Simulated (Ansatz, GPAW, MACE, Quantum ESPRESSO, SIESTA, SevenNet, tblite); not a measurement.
## tblite on HfO2(111) slab (54 atoms): settings against a plane-wave reference

Wanted: tblite inputs and outputs for HfO2(111) slab (54 atoms), checked against a plane-wave reference.

Method: the method is named at each step, in tblite 0.8.0.

## 1. The structure

The cell holds 54 atoms: 18 Hf and 36 O. Cell: a = 10.776 Å, b = 7.184 Å, c = 17.332 Å, α = 90.0°, β = 90.0°, γ = 120.0°. It derives from HfO2 (fluorite-type). Fluorite-type HfO2 (a = 5.08 Å), (111) slab of 3 repeat layers, 3 x 2 surface cells, 10 Å of vacuum; not relaxed, displaced by a Gaussian of 0.02 Å. Then every atom was moved at random, 0.05 Å r.m.s. a Cartesian component. Vacuum lies along c.

The yardstick, on the same geometry:

| Property | Result |
| --- | --- |
| method | Kohn-Sham DFT, PBE, PAW, plane waves (Ansatz 0.2.0); cutoff 420 eV, Γ point, fermi-dirac smearing of 0.05 eV; PAW set soft_2 |
| r.m.s. force component | 0.8861 eV/Å |
| longest force | 3.14 eV/Å |
| gap (highest filled to lowest empty level) | 3.474 eV |
| SCF cycles | 10 |
| time | 23 s on 4 threads of Arm Neoverse V1, shared host |
| CPU time | 81 s |

## 2. GFN1-xTB

Method: GFN1-xTB tight binding, diagonalisation.

run.py reads:

```python
import numpy as np
from ase.io import read
from tblite.ase import TBLite

atoms = read("structure.xyz")
atoms.calc = TBLite(method="GFN1-xTB", electronic_temperature=580, accuracy=1.0, max_iterations=250, mixer_damping=0.4, verbosity=1)
energy = atoms.get_potential_energy()
forces = atoms.get_forces()
print(f"energy {energy:.6f} eV")
print("forces (eV/A)")
for i, (a, f) in enumerate(zip(atoms, forces)):
    print(f"{i:4d} {a.symbol:2s} {f[0]:10.5f} {f[1]:10.5f} {f[2]:10.5f}")
print("charges (e)")
print(np.array2string(atoms.get_charges(), precision=4, suppress_small=True, max_line_width=110, threshold=100000))
```

structure.xyz reads:

```xyz
54
Lattice="10.77631 0.00000 0.00000 -3.59210 6.22170 0.00000 0.00000 0.00000 17.33235" Properties=species:S:1:pos:R:3 pbc="T T T"
Hf 1.81254 3.01354 5.78641
O 0.00722 4.01318 4.90731
O 1.85044 5.13452 6.43013
Hf 1.74375 5.15001 8.74972
O 1.92135 3.07483 7.94948
O 0.04634 4.15578 9.37143
Hf 0.03517 4.13762 11.65705
O 1.75572 5.16550 10.88090
O 8.92013 3.15639 12.33041
Hf 3.56685 0.01288 5.72054
O 1.73976 1.08214 4.95203
O 3.55564 2.06473 6.46965
Hf 3.66923 2.07593 8.56443
O -0.04400 6.20080 7.86611
O 1.79160 1.05004 9.37715
Hf 1.84710 1.13422 11.66623
O 3.53704 2.02846 10.80568
O 0.00079 0.02047 12.30891
Hf 5.39904 3.03886 5.74567
O 3.65403 4.09027 5.00056
O 5.37066 5.28229 6.45162
Hf 5.46119 5.18877 8.60447
O 5.38004 3.13263 7.92626
O 3.58492 4.11217 9.45046
Hf 3.66973 4.18160 11.53052
O 5.32569 5.20769 10.87258
O 1.76290 3.09150 12.36888
Hf 3.65522 6.17050 5.79108
O 5.40400 1.09676 4.97248
O 7.19010 2.19925 6.51436
Hf 7.17857 2.12701 8.58298
O 3.55450 6.21336 7.84479
O 5.46664 0.97668 9.37871
Hf 5.37469 1.02359 11.64422
O 7.23924 2.18002 10.76426
O 3.70299 0.07721 12.29713
Hf 8.93353 3.06021 5.78207
O 7.23525 4.18895 5.00125
O -1.82604 5.22585 6.43030
Hf -1.80273 5.10746 8.67085
O -1.78373 3.20150 7.92279
O 7.16201 4.17936 9.40869
Hf 7.17228 4.11397 11.52827
O -1.82098 5.16874 10.88645
O 5.37436 3.09878 12.32538
Hf 7.15572 6.21150 5.73891
O 8.92968 1.04749 4.98877
O 0.06865 2.03487 6.52026
Hf -0.00183 2.10038 8.60101
O -3.57608 6.21691 7.92019
O 9.00695 0.97749 9.41355
Hf 8.89006 0.99087 11.54785
O -0.02360 2.04476 10.87882
O 3.58941 6.07487 12.32521
```

Launch:

```
$ OMP_NUM_THREADS=1 python run.py > output.txt
```

The log of the run:

```text
------------------------------------------------------------
  cycle        total energy    energy error   density error
------------------------------------------------------------
      1     -156.9854055623  -1.5695526E+02   1.4716674E+00
      2     -145.2039754452   1.1781430E+01   1.8502468E+00
      3     -46.70007707482   9.8503898E+01   1.7298948E+00
      4     -112.1451279756  -6.5445051E+01   1.1159407E+00
      5     -177.3722403901  -6.5227112E+01   8.7705123E-01
      6     -185.3413172068  -7.9690768E+00   4.4142948E-01
      7     -189.1936032576  -3.8522861E+00   3.7819286E-01
      8     -178.6570738469   1.0536529E+01   5.2685816E-01
      9     -188.6718379521  -1.0014764E+01   3.8624288E-01
     10     -189.9675004451  -1.2956625E+00   2.8332832E-01
     11     -190.7793655127  -8.1186507E-01   1.4326498E-01
     12     -190.9145910653  -1.3522555E-01   9.6606885E-02
     13     -190.9860603553  -7.1469290E-02   7.8426082E-02
     14     -191.0507308532  -6.4670498E-02   7.0887402E-02
     15     -191.0661310903  -1.5400237E-02   6.6112640E-02
     16     -191.1016230653  -3.5491975E-02   5.6870533E-02
     17     -191.1255884106  -2.3965345E-02   4.8577191E-02
     18     -191.1420742526  -1.6485842E-02   4.1289069E-02
     19     -191.1554494444  -1.3375192E-02   3.4286918E-02
     20     -191.1692708438  -1.3821399E-02   2.4139586E-02
     21     -191.1786216357  -9.3507919E-03   1.3120901E-02
     22     -191.1819416512  -3.3200155E-03   6.9028091E-03
     23     -191.1830947864  -1.1531352E-03   1.7925100E-03
     24     -191.1831469451  -5.2158727E-05   1.1518019E-03
     25     -191.1831749345  -2.7989444E-05   5.1250121E-04
     26     -191.1831789830  -4.0485032E-06   4.6391705E-04
     27     -191.1831803432  -1.3601579E-06   2.8586888E-04
     28     -191.1831809743  -6.3105654E-07   2.4562310E-04
     29     -191.1831827458  -1.7715270E-06   2.0546943E-04
     30     -191.1831841558  -1.4099937E-06   1.6807982E-04
     31     -191.1831849025  -7.4670933E-07   8.4712016E-05
     32     -191.1831850196  -1.1714428E-07   3.8050280E-05
     33     -191.1831850672  -4.7543438E-08   2.4300097E-05
     34     -191.1831850922  -2.5052742E-08   1.0284834E-05
------------------------------------------------------------
 total:                                   1.900 sec
energy -5202.359451 eV
forces (eV/A)
   0 Hf   -0.31427    0.17438    0.52919
   1 O    -0.33739    0.24716   -0.10783
   2 O    -0.61516    0.22772   -0.21748
   3 Hf    0.07021    0.05590    0.31189
   4 O    -0.70807    0.29293   -0.45869
   5 O    -0.01503   -0.13531    0.11931
   6 Hf   -0.13063   -0.73523   -1.11986
   7 O     0.04674   -0.21873   -0.46574
   8 O     0.20762   -0.00201    1.03904
   9 Hf   -0.18286   -0.36019    1.03192
  10 O     0.24849   -0.13871   -0.81091
  11 O     0.65710   -0.43308   -0.01894
  12 Hf   -0.67499   -0.14309    0.31323
  13 O     0.42625    0.04076   -0.20091
  14 O    -0.23687   -0.16723    0.22438
  15 Hf   -0.55187    0.43056   -1.39861
  16 O     0.48050    0.16816    0.05150
  17 O    -0.15996   -0.07690    0.96586
  18 Hf   -0.53203   -0.41997   -0.02064
  19 O     0.41409    0.13851   -0.62067
  20 O     0.54919   -0.34576    0.53440
  21 Hf    0.22137    0.42815    0.08699
  22 O    -0.16602   -0.11043   -0.35979
  23 O     0.16939    0.48303    0.07856
[...]
46 O    -0.04298    0.48576   -0.56702
  47 O    -0.41620    0.27224    0.59005
  48 Hf    0.75868   -0.37384    0.47447
  49 O    -0.42668   -0.36196   -0.30650
  50 O    -0.17560    0.23199   -0.39490
  51 Hf    0.75306   -0.02105   -0.98628
  52 O    -0.14676    0.73567   -0.18850
  53 O    -0.19898    0.96977    0.85605
charges (e)
[ 1.2381 -0.658  -0.6278  1.2928 -0.6047 -0.6123  1.2305 -0.612  -0.6474  1.2229 -0.6391 -0.6111  1.299
 -0.6121 -0.61    1.2257 -0.6202 -0.651   1.2269 -0.6401 -0.62    1.2925 -0.6215 -0.6095  1.2306 -0.6098
 -0.6424  1.2278 -0.6454 -0.6285  1.2912 -0.6189 -0.621   1.2204 -0.6314 -0.6278  1.2311 -0.6381 -0.6164
  1.2981 -0.627  -0.6087  1.234  -0.6158 -0.6499  1.2381 -0.6482 -0.6202  1.2918 -0.6063 -0.6143  1.228
 -0.611  -0.6418]
```

Wall time 2.7 s (1 thread of Arm Neoverse V1, shared host); peak memory 0.12 GiB.

Banners, paths, timers and routine set-up lines are dropped from the logs unmarked, and long logs keep their key lines alone; longer cuts are marked.

Numbers from this run, and their distance from the reference:

```yaml
r_m_s_force_component: 0.4663 eV/Å
r_m_s_difference_of_force_components: 641.2 meV/Å
longest_difference_of_force_vectors: 2385 meV/Å
force_difference_over_r_m_s_force: 72.36 %
slope_of_forces_against_the_reference_s: 0.3766
correlation_of_force_components: 0.7157
```

Length of the force difference by element (eV/Å):

| element | atoms | mean | most |
| --- | --- | --- | --- |
| Hf | 18 | 1.6 | 2.4 |
| O | 36 | 0.58 | 1.2 |

Local excerpt of 11 atoms (numbers count through the whole input) about O42, picked at random; x, y, z are measured from there.

| atom | x | y | z | distance (Å) | bonds | Mulliken charge (e) | Fx | Fy | Fz (eV/Å) |
| --- | --- | --- | --- | --- | --- | --- | --- | --- | --- |
| O42 | 0.00 | 0.00 | 0.00 | 0.00 | 4 | -0.61 | -0.17 | 0.26 | -0.29 |
| Hf43 | 0.01 | -0.07 | 2.12 | 2.12 | 7 | 1.23 | 0.81 | 0.34 | -0.47 |
| Hf22 | -1.70 | 1.01 | -0.80 | 2.14 | 8 | 1.29 | 0.22 | 0.43 | 0.09 |
| Hf40 | 1.81 | 0.93 | -0.74 | 2.17 | 8 | 1.30 | 0.08 | 0.63 | 0.55 |
| Hf31 | 0.02 | -2.05 | -0.83 | 2.21 | 8 | 1.29 | -0.30 | -0.32 | 0.39 |
| O35 | 0.08 | -2.00 | 1.36 | 2.42 | 4 | -0.63 | -0.20 | -0.83 | 0.20 |
| O50 | 0.04 | 2.04 | -1.49 | 2.52 | 4 | -0.61 | -0.43 | -0.36 | -0.31 |
| O44 | 1.79 | 0.99 | 1.48 | 2.53 | 4 | -0.62 | 0.45 | -0.08 | -0.67 |
| O23 | -1.78 | -1.05 | -1.48 | 2.54 | 4 | -0.62 | -0.17 | -0.11 | -0.36 |
| O41 | 1.83 | -0.98 | -1.49 | 2.55 | 4 | -0.63 | -0.09 | -0.64 | -0.21 |
| O26 | -1.84 | 1.03 | 1.46 | 2.56 | 4 | -0.61 | 0.28 | -0.28 | -0.29 |

Atoms are counted from 1 here, from 0 in the log.

Forces lie 72 % from the reference's, at 0.033 times its CPU time (on 1 against 4 cores).

The difference per atom is largest on Hf (1.6 eV/Å on average, against 0.58 on O).

## 3. Summary of results

```yaml
force_difference_from_the_reference: tblite GFN1-xTB, 72 %
its_cpu_time: 2.6 s
```

Tight binding differs by 72 % (tblite GFN1-xTB); it is another model, with fitted parameters of its own, and the xTB methods hold dispersion. One electronic-structure run takes under half the reference's CPU time: tblite GFN1-xTB, at 72 % in 2.6 s against 81 s, too far off to be of use. Periodic xTB results under one method name differ between programs and library versions. The electronic-structure runs sample only Γ, in a cell whose shortest periodic width is 6 Å. Spin–orbit coupling is left out, which matters for the levels of the heavy elements.

[Also dropped from logs without a mark: logging warnings of Python, and SIESTA's first energy breakdown and zero terms.]

[Logs are printed without paths, hosts, clocks, repeated set-up lines and the standing remarks that a program may print on its own settings, such as how far it seeks lower states.]

[Hosts, paths, dates, database ids (printed as entryN), source tags and the programs' standing remarks are cut or masked in the printed files.]
